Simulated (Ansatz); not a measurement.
# Bands, cutoff and cost in G0W0 for GeH5CI3N2 (CH(NH2)2GeI3)

Wanted: a G0W0 gap for GeH5CI3N2 (CH(NH2)2GeI3) that is converged in bands and cutoff, or an estimate of the limit.

Main program and level: Ansatz 0.2.0; G0W0 on PBE, plane waves, PAW.

The structure was built from a prototype and need not be the compound's stable phase.

## (1) Set-up

The cell holds 12 atoms: 1 C, 5 H, 2 N, 1 Ge and 3 I. Its edges and angles: a = 6.263 Å, b = 6.255 Å, c = 6.193 Å, α = 95.3°, β = 81.9°, γ = 96.4°.

The structure was relaxed with PBE-D3(BJ). The runs that relaxed it are not among those shown. Spin-orbit coupling is left out unless a step names it. The default PAW set here is soft_2. Its files were made with PBE.

## (2) 251 empty bands, screening to 60 eV

Now the one-shot GW correction: screening in the RPA, then the self-energy of the levels asked for.

Input file input.yaml:

```yaml
crystal:
  lattice:
    - [6.2384832239, -0.3379738535, 0.4320342698]
    - [-0.3379738535, 6.2395832864, -0.2789556814]
    - [0.4320342698, -0.2789556814, 6.1712388759]
  atoms:
    - { symbol: C, position: [-0.0493036355, 0.9526587887, 0.0033683795] }
    - { symbol: H, position: [-0.1702388719, 0.812630542, 0.0142619504] }
    - { symbol: "N", position: [0.9282873907, 0.0967652466, 0.8692518471] }
    - { symbol: "N", position: [0.1076796219, -0.0347517139, 0.1249410986] }
    - { symbol: H, position: [0.8055667279, 1.0719020478, -0.2262599274] }
    - { symbol: H, position: [0.1100193266, 0.8485945421, 0.2294465327] }
    - { symbol: H, position: [1.0347575629, 0.2314315761, 0.8491049258] }
    - { symbol: H, position: [0.2265613843, 0.0913559753, 1.1219052361] }
    - { symbol: Ge, position: [0.5451493448, 0.4427325517, 0.5340281533] }
    - { symbol: I, position: [0.4586229076, 0.4820674583, -0.0155177926] }
    - { symbol: I, position: [0.5123242953, -0.0018256968, 0.4976428385] }
    - { symbol: I, position: [-0.0104898135, 0.5207706759, 0.4950667351] }
kpoints:
  mp_grid: { grid: [4, 4, 4] }
hamiltonian:
  xc: pbe
scf:
  occupations: { method: fixed }
gw:
  n_empty_bands: 251
  ecut_chi: 60
  qp_bands: [v4, c4]
  qp_kpoints: band_edges
  screening: { model: contour_deformation }
```

On the command line:

```console
ansatz run input.yaml --threads 3 --pin off --max-ram 92160MiB --backend cuda --events-out ev --progress --plain --runs-dir out --devices 1 --max-vram 13GiB  # rebuilt from the run's record
```

Numbers of over 12 decimals in the logs are rounded to 6 here.

The log of the run:

```text
GPUs: using 1 of 1 available (devices: 1).
Engine: ansatz 0.2.0, x86_64-unknown-linux-gnu
Pseudopotentials: kind: paw
Pseudopotential: C, paw, valence charge 4, recommended cutoff 420 eV (normal), C.paw.azcp
Pseudopotential: H, paw, valence charge 1, recommended cutoff 420 eV (normal), H.paw.azcp
Pseudopotential: N, paw, valence charge 5, recommended cutoff 420 eV (normal), N.paw.azcp
Pseudopotential: Ge, paw, valence charge 14, recommended cutoff 420 eV (normal), Ge.paw.azcp
Pseudopotential: I, paw, valence charge 17, recommended cutoff 420 eV (normal), I.paw.azcp
Functional definition: PBE
  parameter kappa = 0.804
  parameter beta = 0.066725
  exchange = pbe_x(kappa = kappa, mu = beta*pi^2/3)
  correlation = pbe_c(beta = beta)
device memory: the entry about to start is reckoned to put 4.0 GiB on a device that reports 42.3 GiB free (of which the cap on the GPU budget leaves the run 13.0 GiB)
GPU FFT provider: cuFFT
GPU libraries: cuBLAS 13.8.2, cuFFT 12.4.0, cuSOLVER 12.3.4
Crystal: 12 atoms, lattice volume = 237.945 Å³
Basis set: ecut = 420 eV, 4661 PW (Γ)
Bands: 54, of which v1, the nominal top of the filled ones, is band 42 counted from 1 (41 counted from 0)
Symmetry: 1 space group operations
Space group: P1 (ITA 1), of the structure as read, at distance tolerance 6.2e-5 Å
k-points: 36 of 64 (time reversal used)
Non-local potential: C, projectors of the file, l = 0: 2, l = 1: 2, l = 2: 1
Non-local potential: H, projectors of the file, l = 0: 2, l = 1: 1
Non-local potential: N, projectors of the file, l = 0: 2, l = 1: 2, l = 2: 1
Non-local potential: Ge, projectors of the file, l = 0: 2, l = 1: 2, l = 2: 3, l = 3: 1
Non-local potential: I, projectors of the file, l = 0: 2, l = 1: 2, l = 2: 2, l = 3: 2
PAW form: soft (Blöchl's): semilocal exchange-correlation on the pseudo side does not see the compensation charge
PAW one-centre angular grid: C, 110 points (default); XC on 64 Gauss nodes
PAW one-centre angular grid: H, 110 points (default); XC on 64 Gauss nodes
PAW one-centre angular grid: N, 110 points (default); XC on 64 Gauss nodes
PAW one-centre angular grid: Ge, 590 points (default); XC on 64 Gauss nodes
PAW one-centre angular grid: I, 590 points (default); XC on 64 Gauss nodes
Initial density: superposition of atomic densities (neutral atoms: chi_scale 0, normalization atom), corrected by the library's trained network
Initial wavefunctions: pseudopotential atomic-orbital guess
GPU buffer pool allocated for 91125 grid points (all kernels)
GPU transforms: local potential and band sums: pruned to the plane-wave sphere, on 45×45×45
Functional: x = pbe(κ = 0.804, μ = 0.219515), c = pbe(β = 0.066725)
SCF iter   1: F=—  HF=-27935.660193 eV  |F-HF|=—  |Δ(HF+E_count)|=         —  Δρ=3.17e-3  dr2=4.11e-2  ethr=1.77e-3  ⟨swp⟩=5.0  Hψ=6697  notcnv=0  defer=336
preconditioner: auto → Resta (q_TF=auto, 2.294 Å⁻¹)  ε∞=2.9  [insulator: Δε(μ)=1.568 eV  Ē_g=10.943 eV  n_scr=50 (ndim 8)  ℏωp=15.2 eV  f_vac=0.130  ε∞_Penn≈2.9]
SCF iter   2: F=—  HF=-27935.647738 eV  |F-HF|=—  |Δ(HF+E_count)|=   1.25e-2  Δρ=1.47e-3  dr2=9.19e-3  ethr=4.89e-5  ⟨swp⟩=2.5  Hψ=3335  notcnv=0  defer=360
SCF iter   3: F=—  HF=-27935.645244 eV  |F-HF|=—  |Δ(HF+E_count)|=   2.49e-3  Δρ=4.11e-4  dr2=9.18e-4  ethr=1.09e-5  ⟨swp⟩=2.8  Hψ=2453  notcnv=0  defer=360
SCF iter   4: F=—  HF=-27935.645180 eV  |F-HF|=—  |Δ(HF+E_count)|=   6.37e-5  Δρ=2.19e-4  dr2=1.25e-4  ethr=1.09e-6  ⟨swp⟩=2.0  Hψ=2519  notcnv=0  defer=360
SCF iter   5: F=—  HF=-27935.645197 eV  |F-HF|=—  |Δ(HF+E_count)|=   1.65e-5  Δρ=1.07e-4  dr2=2.91e-5  ethr=1.49e-7  ⟨swp⟩=2.0  Hψ=2398  notcnv=0  defer=336
SCF iter   6: F=—  HF=-27935.645201 eV  |F-HF|=—  |Δ(HF+E_count)|=   3.71e-6  Δρ=3.48e-5  dr2=3.24e-6  ethr=3.46e-8  ⟨swp⟩=2.0  Hψ=2405  notcnv=0  defer=313
SCF iter   7: F=—  HF=-27935.645202 eV  |F-HF|=—  |Δ(HF+E_count)|=   1.30e-6  Δρ=1.10e-5  dr2=3.37e-7  ethr=3.86e-9  ⟨swp⟩=2.0  Hψ=2472  notcnv=0  defer=313
SCF iter   8: F=-27935.645202 eV  HF=-27935.645202 eV  |F-HF|=4.14e-8  |Δ(HF+E_count)|=   2.84e-7  Δρ=4.37e-6  dr2=5.32e-8  ethr=1.19e-10  ⟨swp⟩=15.2  Hψ=10813  notcnv=0
SCF 1 converged in 8 iterations: F = -27935.645202 eV  dr2 = 5.32e-8
  greatest PAW one-centre occupation: 0.999 electrons in one spin orbital (limit 2), on the I atom at site 9 (counted from 0), in its partial waves of l = 2
device memory: the entry about to start is reckoned to put 4.8 GiB (of the 5.0 GiB reckoned in all, the device holds 0.2 GiB already) on a device that reports 42.1 GiB free (of which the cap on the GPU budget leaves the run 12.9 GiB)
NSCF: frozen V_eff on 36 k-points
the band table was solved once the SCF had ended and its energy, with any forces and stress, was formed, with the checks that follow a solve (8530 applications of the Hamiltonian). They found nothing against the state; the energy, forces and stress were not computed again (output.eigenvalues in the input reference)
device memory: the entry about to start is reckoned to put 5.9 GiB on a device that reports 42.2 GiB free (of which the cap on the GPU budget leaves the run 13.0 GiB)
NSCF: frozen V_eff on 36 k-points
G₀W₀ screening: q 1/36
[... further progress lines ...]
SCF converged after 8 iterations
Free energy (F): -27935.645202 eV
Harris-Foulkes:  -27935.645202 eV  (|F-HF|=4.14e-8)
Internal energy: -27935.645202 eV  (E = F + TS)
E sigma→0 (E₀):  -27935.645202 eV
Fermi energy:    3.444769 eV
--- Per-component energies (eV) ---
  E_band       = -1578.880364
  E_kinetic    = 1096.771546
  E_local      = -10589.254431  (includes V_loc(G=0)·N_el)
  E_nonlocal   = 269.015129
  E_hartree    = 4980.370419
  E_xc         = -668.116427
  E_vxc        = -713.656935  (∫ρ·V_xc dr)
  E_paw        = -16821.389060  (= ΣΔE_a)
  E_vpaw       = -1602.499748  (= ΣTr[D̂ρ^β])
  E_aug_tail   = -0.005952  (compensation charges beyond the density's cutoff)
  E_ewald      = -6203.036425
  E_smearing   = -0.000000  (= −TS)
  E_closure    = -0.000000  (closes the sum)
  Σ components = -27935.645202   (vs F -27935.645202, Δ=0.00e0)
--- Band table (eV; the first three rows and the last of 36) ---
  k-point 0: bands = [... 38 lower, 2.1839, 2.3794, 2.5188, 2.6251, 6.4491, 6.7883, 7.5263, 7.6594, ... 8 higher]
  k-point 1: bands = [... 38 lower, 2.1570, 2.2647, 2.4390, 2.5049, 6.4783, 6.7117, 7.3207, 7.9169, ... 8 higher]
  k-point 2: bands = [... 38 lower, 1.9838, 2.0951, 2.4512, 2.7975, 5.9300, 6.5039, 7.2614, 8.0983, ... 8 higher]
  k-point 35: bands = [... 38 lower, 2.5612, 2.8069, 2.8388, 3.4448, 5.0174, 5.3540, 5.5832, 6.5571, ... 8 higher]
--- G₀W₀: contour deformation, 6 samples at zero and on the imaginary axis and 2 off it, 64 q-points, 251 empty bands' worth ---
  eigenvalues of the whole cell's RPA ε∞ on this k-mesh (on a slab, of 1 + 4πα/V) = 4.9781, 5.1420, 5.5274; static W/v taken at q = 0 is 0.191772
  gw.qp_kpoints: band_edges: 23 of 36 stored k-points solved, in 2 passes; an edge of the gap read off the rows below is read off those points alone
    valence top: of the k-points left out ik 23 came nearest to being solved in a further pass, in band 42 (counted from 1, as in the quasiparticle table): it holds the edge there only if its correction is more favourable than any solved in that band by at least 0.672 eV; those differ by 0.405 eV
    conduction bottom: of the k-points left out ik 15 came nearest to being solved in a further pass, in band 43 (counted from 1, as in the quasiparticle table): it holds the edge there only if its correction is more favourable than any solved in that band by at least 1.229 eV; those differ by 1.175 eV
  `?` marks the rows in doubt; gw_qp.tsv's column doubts and the gw_qp event give each row's grounds
    ik  band        ε_KS         Σx   Σc(E_QP)       V_xc       Z   E_QP_lin       E_QP  E_QP is
     0    39      2.1839   -16.9836     2.3441   -13.9614  0.7386     1.4894     1.5058  root
     0    40      2.3794   -17.2236     2.2375   -14.3209  0.7481     1.7004     1.7142  root
     0    41      2.5188   -17.2038     2.3605   -14.1124  0.7454     1.7701     1.7879  root
     0    42      2.6251   -17.2863     2.2350   -14.3849  0.7479     1.9448     1.9587  root
     0    43      6.4491    -8.4826    -3.7566   -13.8594  0.7732     8.1531     8.0692  root ?
     0    44      6.7883    -7.4688    -3.5885   -11.6261  0.7583     7.3675     7.3570  root
     0    45      7.5263    -5.5765    -3.5383    -9.6337  0.7904     8.0523     8.0452  root
     0    46      7.6594    -7.3660    -3.7986   -11.7818  0.7469     8.2921     8.2766  root
     2    39      1.9838   -16.9034     2.5010   -13.6548  0.7347     1.2143     1.2362  root
     2    40      2.0951   -16.6697     2.4308   -13.4840  0.7386     1.3184     1.3401  root
     2    41      2.4512   -17.0986     2.3026   -14.0915  0.7454     1.7303     1.7468  root
     2    42      2.7975   -16.6219     1.6459   -14.5047  0.7511     2.3204     2.3263  root
     2    43      5.9300    -8.4324    -3.3106   -12.3194  0.7601     6.5152     6.5064  root
     2    44      6.5039    -8.7350    -3.7781   -14.1486  0.7708     8.2209     8.1396  root ?
     2    45      7.2614    -7.7939    -3.7695   -12.2099  0.7448     7.9252     7.9079  root
     2    46      8.0983    -8.6212    -4.1180   -13.4286  0.7145     8.8067     8.7876  root
     5    39      1.9581   -16.7773     2.4845   -13.5407  0.7347     1.1836     1.2060  root
     5    40      2.2291   -16.9626     2.3311   -13.9260  0.7419     1.5061     1.5237  root
     5    41      2.4906   -17.1282     2.3555   -14.0522  0.7454     1.7527     1.7701  root
     5    42      2.9271   -16.4306     1.5145   -14.4732  0.7532     2.4794     2.4843  root
     5    43      5.7923    -8.5056    -3.2437   -12.3241  0.7627     6.3753     6.3669  root
     5    44      6.5077    -8.7915    -3.8445   -14.1921  0.7687     8.1996     8.0637  root ?
     5    45      6.8226    -8.9033    -3.6224   -13.2266  0.7430     7.5435     7.5235  root
     5    46      7.5352    -8.2383    -3.8445   -12.7327  0.7334     8.2009     8.1851  root
     7    39      2.0306   -17.2188     2.5087   -13.9848  0.7371     1.2855     1.3052  root
     7    40      2.2990   -17.3353     2.4596   -14.1619  0.7421     1.5675     1.5852  root
     7    41      2.5584   -17.1532     2.1806   -14.3223  0.7477     1.8948     1.9080  root
[...]
12    44      6.4868    -8.7776    -3.8203   -14.1445  0.7696     8.1642     8.0333  root ?
[...]
18    44      6.6393    -9.1340    -3.8931   -14.5776  0.7631     8.3266     8.1897  root ?
[...]
19    45      6.5720    -8.9834    -3.8053   -14.2794  0.7643     8.1646     8.0626  root ?
[...]
20    45      6.5125    -8.8769    -3.8256   -14.2388  0.7671     8.1721     8.0489  root ?
[...]
31    45      6.4872    -8.8171    -3.8226   -14.1725  0.7680     8.1406     8.0201  root ?
[...]
32    44      6.5301    -8.8651    -3.8485   -14.2632  0.7673     8.2115     8.0797  root ?
[...]
33    45      6.7218    -9.4753    -3.9368   -15.2721  0.7639     8.6868     8.5817  root ?
[...]
35    39      2.5612   -17.3014     2.2372   -14.3859  0.7501     1.8688     1.8830  root
    35    40      2.8069   -17.5090     2.2879   -14.5301  0.7502     2.1012     2.1159  root
    35    41      2.8388   -17.4794     2.2302   -14.5887  0.7504     2.1652     2.1784  root
    35    42      3.4448   -16.1096     0.9593   -14.8886  0.7637     3.1818     3.1831  root
    35    43      5.0174    -8.4271    -2.9271   -11.7989  0.7686     5.4660     5.4621  root
    35    44      5.3540    -7.8765    -3.1228   -11.4967  0.7699     5.8568     5.8514  root
    35    45      5.5832    -7.8508    -3.1625   -11.5152  0.7690     6.0908     6.0851  root
    35    46      6.5571    -9.0106    -3.8553   -14.6186  0.7677     8.3985     8.3098  root
```

The job ended after 99 s (1 × NVIDIA H100 80GB HBM3 (shared by 6 runs) with 3 threads of AMD EPYC 7R13 (Zen 3), shared host; peak memory 2.4 GiB; 2.4 min of CPU time).

Reading the cycles: dr2 is the Hartree energy of the density residual (eV), the measure of convergence; HF is the Harris–Foulkes estimate of the energy, which meets the free energy F at convergence.

Numbers from this step:

```
bands summed                                 : 293
RPA ε∞ on this mesh (eigenvalues)            : 4.978, 5.142, 5.527
plane waves in the screening matrix          : 245
q-points in the mesh                         : 64
G0W0 gap on the mesh                         : 2.279 eV
k of the valence top                         : -0.5, -0.5, -0.5
k of the conduction bottom                   : -0.5, -0.5, -0.5
starting gap on the mesh                     : 1.573 eV
Z at the valence top                         : 0.7637
Z at the conduction bottom                   : 0.7686
least direct G0W0 gap on the computed points : 2.279 eV
```

The gap on the mesh goes from 1.57 eV to 2.28 eV, a correction of +0.71 eV. Between the two edge states, bare exchange in place of the xc potential would open the gap by 4.59 eV, and correlation takes back 3.89 eV.

## (3) 992 empty bands, screening to 150 eV

Another rung: the empty bands reach about as high as the screening cutoff, so the two stay in balance.

input.yaml: that of step 2 with these lines changed.

```diff
@@ -25,4 +25,4 @@
 gw:
-  n_empty_bands: 251
-  ecut_chi: 60
+  n_empty_bands: 992
+  ecut_chi: 150.0
   qp_bands: [v4, c4]
```

The log of the run:

```text
GPUs: using 1 of 1 available (devices: 1).
[...]
GPU FFT provider: cuFFT
GPU libraries: cuBLAS 13.8.2, cuFFT 12.4.0, cuSOLVER 12.3.4
Crystal: 12 atoms, lattice volume = 237.945 Å³
Basis set: ecut = 420 eV, 4661 PW (Γ)
Bands: 54, of which v1, the nominal top of the filled ones, is band 42 counted from 1 (41 counted from 0)
[... 1 set-up line as in the run before ...]
[...]
k-points: 36 of 64 (time reversal used)
[...]
GPU buffer pool allocated for 91125 grid points (all kernels)
[...]
SCF iter   1: F=—  HF=-27935.660193 eV  |F-HF|=—  |Δ(HF+E_count)|=         —  Δρ=3.17e-3  dr2=4.11e-2  ethr=1.77e-3  ⟨swp⟩=5.0  Hψ=6697  notcnv=0  defer=336
[...]
SCF iter   8: F=-27935.645202 eV  HF=-27935.645202 eV  |F-HF|=4.14e-8  |Δ(HF+E_count)|=   2.84e-7  Δρ=4.37e-6  dr2=5.32e-8  ethr=1.19e-10  ⟨swp⟩=15.2  Hψ=10813  notcnv=0
SCF 1 converged in 8 iterations: F = -27935.645202 eV  dr2 = 5.32e-8
[...]
NSCF: frozen V_eff on 36 k-points
[...]
G₀W₀ screening: q 1/36
[... further progress lines ...]
SCF converged after 8 iterations
Free energy (F): -27935.645202 eV
[...]
Internal energy: -27935.645202 eV  (E = F + TS)
E sigma→0 (E₀):  -27935.645202 eV
Fermi energy:    3.444769 eV
[...]
--- Band table (eV; the first three rows and the last of 36) ---
  k-point 0: bands = [... 38 lower, 2.1839, 2.3794, 2.5188, 2.6251, 6.4491, 6.7883, 7.5263, 7.6594, ... 8 higher]
  k-point 1: bands = [... 38 lower, 2.1570, 2.2647, 2.4390, 2.5049, 6.4783, 6.7117, 7.3207, 7.9169, ... 8 higher]
  k-point 2: bands = [... 38 lower, 1.9838, 2.0951, 2.4512, 2.7975, 5.9300, 6.5039, 7.2614, 8.0983, ... 8 higher]
  k-point 35: bands = [... 38 lower, 2.5612, 2.8069, 2.8388, 3.4448, 5.0174, 5.3540, 5.5832, 6.5571, ... 8 higher]
[...]
0    39      2.1839   -16.9836     1.9721   -13.9614  0.7352     1.0886     1.1338  root
     0    40      2.3794   -17.2236     1.8396   -14.3209  0.7445     1.2758     1.3163  root
     0    41      2.5188   -17.2038     1.9731   -14.1124  0.7419     1.3530     1.4006  root
     0    42      2.6251   -17.2863     1.8316   -14.3849  0.7441     1.5145     1.5553  root
     0    43      6.4491    -8.4826    -4.1988   -13.8594  0.7648     7.6669     7.6270  root
     0    44      6.7883    -7.4688    -3.8826   -11.6261  0.7560     7.0652     7.0629  root
     0    45      7.5263    -5.5765    -3.7554    -9.6337  0.7880     7.8303     7.8281  root
     0    46      7.6594    -7.3660    -4.0960   -11.7818  0.7441     7.9831     7.9793  root
[...]
35    43      5.0174    -8.4271    -3.2361   -11.7989  0.7669     5.1535     5.1532  root
    35    44      5.3540    -7.8765    -3.4145   -11.4967  0.7681     5.5605     5.5597  root
    35    45      5.5832    -7.8508    -3.4569   -11.5152  0.7671     5.7916     5.7908  root
    35    46      6.5571    -9.0106    -4.3426   -14.6186  0.7587     7.8724     7.8226  root
```

Wall time 8.7 min (1 × NVIDIA H100 80GB HBM3 (shared by 6 runs) with 3 threads); peak memory 10 GiB.

This step gave:

```yaml
bands_summed: 1034
rpa_eps_infinity_on_this_mesh_eigenvalues: 4.965, 5.120, 5.502
plane_waves_in_the_screening_matrix: 1007
q_points_in_the_mesh: 64
g0w0_gap_on_the_mesh: 2.451 eV
k_of_the_valence_top: -0.5, -0.5, -0.5
k_of_the_conduction_bottom: -0.5, -0.5, -0.5
starting_gap_on_the_mesh: 1.573 eV
z_at_the_valence_top: 0.7603
z_at_the_conduction_bottom: 0.7669
least_direct_g0w0_gap_on_the_computed_points: 2.451 eV
```

Against the run with 4×4×4 mesh, 251 empty bands, screening to 60 eV, the gap moves by +0.17 eV.

## (4) Side by side

Times are wall times on 1 × NVIDIA H100 80GB HBM3 (shared by 6 runs) with 3 threads of AMD EPYC 7R13 (Zen 3), shared host, good to a factor of about two.

| mesh | files | frequency | bands summed | cutoff (eV) | start (eV) | G0W0 (eV) | time | host memory (GiB) |
| --- | --- | --- | --- | --- | --- | --- | --- | --- |
| 4×4×4 | default PAW | contour deformation | 293 | 60 | 1.573 | 2.279 | 99 s | 2.4 |
| 4×4×4 | default PAW | contour deformation | 1034 | 150 | 1.573 | 2.451 | 8.7 min | 10 |

The parts of the quasiparticle energy at the two band edges (eV; QP = start + Σx + Σc − Vxc):

```csv
run,edge,start,Σx,Σc,Vxc,Z,QP
293 bands,valence top,3.44,-16.11,0.96,-14.89,0.76,3.18
293 bands,conduction bottom,5.02,-8.43,-2.93,-11.80,0.77,5.46
1034 bands,valence top,3.44,-16.11,0.48,-14.89,0.76,2.70
1034 bands,conduction bottom,5.02,-8.43,-3.24,-11.80,0.77,5.15
```

## (5) Summary of results

```yaml
293_bands_60_ev: 2.279 eV
1034_bands_150_ev: 2.451 eV
estimated_limit_in_bands_and_cutoff: 2.52 eV
mesh_and_start: 4×4×4, PBE
```

**Reading.** A line in one over the bands through the two rungs gives 2.52 eV, +0.07 eV from the top rung; with two points alone it is an unchecked estimate. The rungs stand 0.24 eV (293 bands) and 0.07 eV (1034 bands) from it. From 293 to 1034 bands the gap moves by +0.17 eV while the time grows 5.3-fold. Σc changes by −0.48 eV at the valence top and −0.31 eV at the conduction bottom, so the levels themselves move more than the gap between them. The many-body steps are scalar-relativistic: spin-orbit coupling is not in them.

[Paths, hosts, dates, memory and timing lines, banners, echoed tables and standing remarks are left out of the program output.]

[Logs are printed without paths, hosts, clocks, repeated set-up lines and the standing remarks that a program may print on its own settings, such as how far it seeks lower states.]

[Runs of the session that timed out or met a known fault of the program may be left out.]

[Cells called generated may have been cut or substituted from an entry of the Crystallography Open Database or the Materials Project.]

[Hosts, paths, dates, database ids (printed as entryN), source tags and the programs' standing remarks are cut or masked in the printed files.]
